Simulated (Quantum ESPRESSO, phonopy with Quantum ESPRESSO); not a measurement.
**MgO (Periclase): a worked LO-TO splitting**

Wanted: the LO mode of MgO (Periclase) from the TO mode and the field response.

Program: Quantum ESPRESSO 7.5. Level of theory: DFT LDA, scalar-relativistic, plane waves, PseudoDojo norm-conserving pseudopotentials. Results are calculated unless marked as measured.

The database entry behind the starting cell differs from later determinations by our own check (about 0.1 % long), so it need not match the best structure at ambient conditions.

### 1. Set-up

Symmetry: Fm-3m, No. 225, cubic system. The conventional cell has a = 4.160 Å, b = 4.160 Å, c = 4.160 Å, α = 90.00°, β = 90.00°, γ = 90.00°. Mg has 6 O at 2.08 Å nearest. O has 6 Mg at 2.08 Å nearest. Farther neighbours and most contacts between anions are not listed.

Structure file:

```cif
data_structure
_symmetry_space_group_name_H-M 'P 1'
_symmetry_Int_Tables_number 1
_cell_length_a 2.9418
_cell_length_b 2.9418
_cell_length_c 2.9418
_cell_angle_alpha 60.000
_cell_angle_beta 60.000
_cell_angle_gamma 60.000
_cell_volume 18.00
loop_
_atom_site_label
_atom_site_type_symbol
_atom_site_fract_x
_atom_site_fract_y
_atom_site_fract_z
_atom_site_occupancy
Mg1 Mg 0.00000 0.00000 0.00000 1
O2 O 0.50000 0.50000 0.50000 1
```

This is the cell after its relaxation at this level of theory, not the database cell from which that began.

### 2. What the response run gave

A linear-response run on the relaxed cell, with the response to an electric field; only its zone-centre results are used. Cutoff 84 Ry, k mesh 10×10×10.

Log:

```text
[banners, grids, parts of the stress and lines that vanish by symmetry left out]
Program PHONON v.7.5
     Reading xml data from directory:

[...]
Exchange-correlation= PW
                           (   1   4   0   0   0   0   0)
[...]
(   3 q-points):
[...]
kinetic-energy cut-off    =      84.0000  Ry
     charge density cut-off    =     336.0000  Ry
     convergence threshold     =      1.0E-18
[...]
Exchange-correlation= PW
                           (   1   4   0   0   0   0   0)
[...]
q = (   0.0000000   0.0000000   0.0000000 )
     49 Sym.Ops. (with q -> -q+G )
     G cutoff =  263.0279  (  12627 G-vectors)     FFT grid: ( 36, 36, 36)
     number of k points=    47
[...]
Mode symmetry, O_h (m-3m)  point group:
[...]
Dielectric constant
[...]
End of electric fields calculation
          Dielectric constant in cartesian axis
          (       3.170864698       0.000000000      -0.000000000 )
          (      -0.000000000       3.170864698       0.000000000 )
          (       0.000000000       0.000000000       3.170864698 )
          Effective charges (d Force / dE) in cartesian axis without acoustic sum rule applied (asr)
           atom    1  Mg    Mean Z*:        1.97192
      Ex  (        1.97192        0.00000        0.00000 )
      Ey  (        0.00000        1.97192       -0.00000 )
      Ez  (        0.00000       -0.00000        1.97192 )
           atom    2  O     Mean Z*:       -1.97148
      Ex  (       -1.97148        0.00000        0.00000 )
      Ey  (        0.00000       -1.97148       -0.00000 )
      Ez  (        0.00000       -0.00000       -1.97148 )
          Effective charges Sum: Mean:        0.00043
[...]
Effective charges (d Force / dE) in cartesian axis with asr applied:
           atom    1  Mg    Mean Z*:        1.97170
[...]
atom    2  O     Mean Z*:       -1.97170
[...]
Representation #   1 modes #   1   2   3
[...]
End of self-consistent calculation
     Convergence has been achieved
     Representation #   2 modes #   4   5   6
[...]
End of self-consistent calculation
     Convergence has been achieved
[...]
Dielectric constant in cartesian axis
          (       3.170864698       0.000000000      -0.000000000 )
          (      -0.000000000       3.170864698       0.000000000 )
          (       0.000000000       0.000000000       3.170864698 )
          Effective charges (d Force / dE) in cartesian axis without acoustic sum rule applied (asr)
           atom    1  Mg    Mean Z*:        1.97192
[...]
q = (    0.000000000   0.000000000   0.000000000 )
[...]
freq (    1) =       0.096062 [THz] =       3.204293 [cm-1]
     freq (    2) =       0.096062 [THz] =       3.204293 [cm-1]
     freq (    3) =       0.096062 [THz] =       3.204293 [cm-1]
     freq (    4) =      12.266243 [THz] =     409.157834 [cm-1]
     freq (    5) =      12.266243 [THz] =     409.157834 [cm-1]
     freq (    6) =      12.266243 [THz] =     409.157834 [cm-1]
[...]
Mode symmetry, O_h (m-3m)  point group:
     freq (   1-   3) =          3.2  [cm-1]   --> T_1u G_15  G_4- I
     freq (   4-   6) =        409.2  [cm-1]   --> T_1u G_15  G_4- I
[...]
Mode symmetry, D_3d (-3m)  point group:
[...]
Representation #   1 mode #   1
[...]
End of self-consistent calculation
     Convergence has been achieved
     Representation #   2 modes #   2   3
[...]
End of self-consistent calculation
     Convergence has been achieved
     Representation #   3 mode #   4
[...]
Convergence has been achieved
     Representation #   4 modes #   5   6
[...]
Convergence has been achieved
[...]
q = (    0.353553391  -0.353553391   0.353553391 )
[...]
freq (    1) =       8.536942 [THz] =     284.761728 [cm-1]
     freq (    2) =       8.536942 [THz] =     284.761728 [cm-1]
     freq (    3) =      11.113329 [THz] =     370.700741 [cm-1]
     freq (    4) =      11.113329 [THz] =     370.700741 [cm-1]
     freq (    5) =      16.540445 [THz] =     551.729854 [cm-1]
     freq (    6) =      17.275136 [THz] =     576.236519 [cm-1]
[...]
Mode symmetry, D_3d (-3m)  point group:
     freq (   1-   2) =        284.8  [cm-1]   --> E_u  L_3'
     freq (   3-   4) =        370.7  [cm-1]   --> E_g  L_3
     freq (   5-   5) =        551.7  [cm-1]   --> A_2u L_2'
     freq (   6-   6) =        576.2  [cm-1]   --> A_1g L_1
[...]
Mode symmetry, D_4h(4/mmm) point group:
[...]
Representation #   1 mode #   1
[...]
Convergence has been achieved
     Representation #   2 mode #   2
[...]
Convergence has been achieved
     Representation #   3 modes #   3   4
[...]
End of self-consistent calculation
     Convergence has been achieved
     Representation #   4 modes #   5   6
[...]
End of self-consistent calculation
     Convergence has been achieved
[...]
q = (    0.000000000  -0.707106781   0.000000000 )
[...]
freq (    1) =       8.772573 [THz] =     292.621531 [cm-1]
     freq (    2) =       8.772573 [THz] =     292.621531 [cm-1]
     freq (    3) =      12.996178 [THz] =     433.505848 [cm-1]
     freq (    4) =      13.726280 [THz] =     457.859433 [cm-1]
     freq (    5) =      13.726280 [THz] =     457.859433 [cm-1]
     freq (    6) =      16.606823 [THz] =     553.943984 [cm-1]
[...]
Mode symmetry, D_4h(4/mmm) point group:
     freq (   1-   2) =        292.6  [cm-1]   --> E_u  X_5' M_5'
     freq (   3-   3) =        433.5  [cm-1]   --> A_2u X_4' M_4'
     freq (   4-   5) =        457.9  [cm-1]   --> E_u  X_5' M_5'
     freq (   6-   6) =        553.9  [cm-1]   --> A_2u X_4' M_4'

   JOB DONE.
```

```tsv
quantity	value
cell volume Ω (Å³)	18.002
mass of Mg (u)	24.305
mass of O (u)	15.999
Born charge of Mg, raw (e)	1.972
Born charge of O, raw (e)	-1.972
ε∞	3.171
ω(TO) after the sum rule (cm⁻¹)	409.1
```

### 3. The calculation

The charges must sum to zero over the cell; taking off their mean, 0.000 e, leaves Z* = 1.972 e on Mg. In the polar mode Mg moves against O, so the reduced mass is μ = 24.30 × 16.00 / 40.30 = 9.648 u.

A longitudinal wave builds up a field that adds to the restoring force: ω(LO)² = ω(TO)² + 4π Z*² / (μ Ω ε∞), in Hartree atomic units. With μ = 17587 electron masses and Ω = 121.48 bohr³ the second term is 7.2109e-06 Ha², or 347343 cm⁻² (1 Ha = 219474.6 cm⁻¹).

So ω(LO) = √(167404 + 347343) = 717.5 cm⁻¹, and by the Lyddane-Sachs-Teller relation ε₀ = ε∞ (ω(LO)/ω(TO))² = 9.75.

### 4. Check against the program

The analysis program adds the same non-analytic term to the full matrix, here for q along (1 0 0).

Log:

```text
[banner, memory and clock lines left out]
Program DYNMAT v.7.5

     Reading Dynamical Matrix from file x.dyn1
     ...Force constants read
     ...epsilon and Z* read

     Polarizability (A^3 units)
     multiply by 0.580174 for Clausius-Mossotti correction
         3.109888   -0.000000    0.000000
         0.000000    3.109888    0.000000
        -0.000000    0.000000    3.109888

     IR activities are in (D/A)^2/amu units

# mode   [cm-1]    [THz]      IR
    1     -0.00   -0.0000    0.0000
    2      0.00    0.0000    0.0000
    3      0.00    0.0000    0.0000
    4    409.15   12.2662    9.2963
    5    409.15   12.2662    9.2963
    6    717.46   21.5090    9.2963
```

ε₀ comes from the program's run without a direction of q.

```tsv
quantity	by hand	program
ω(LO) (cm⁻¹)	717.5	717.5
ε₀	9.75	9.75
```

### 5. Summary of results

| Item | Value |
| --- | --- |
| TO mode | 409.1 cm⁻¹ |
| LO mode | 717.5 cm⁻¹ |
| static dielectric constant | 9.75 |

What this shows: The LO mode of MgO (Periclase) lies at 717 cm⁻¹, 308 cm⁻¹ above the TO mode; the formula meets the program within 0.1 cm⁻¹, as it must for a cubic crystal with one polar mode. ω(LO)² − ω(TO)² goes with Z*²/ε∞: an error of 5 % in ε∞ would move the LO mode by 11.6 cm⁻¹, and semilocal functionals tend to overestimate ε∞. These are harmonic values at zero temperature, at the volume of this functional, for the structure held cubic; stability elsewhere in the zone is no part of this calculation.

[Host names and launcher messages were left out of these logs when they were recorded.]

[Logs are printed without paths, hosts, clocks, repeated set-up lines and the standing remarks that a program may print on its own settings, such as how far it seeks lower states.]

[Hosts, paths, dates, database ids (printed as entryN), source tags and the programs' standing remarks are cut or masked in the printed files.]
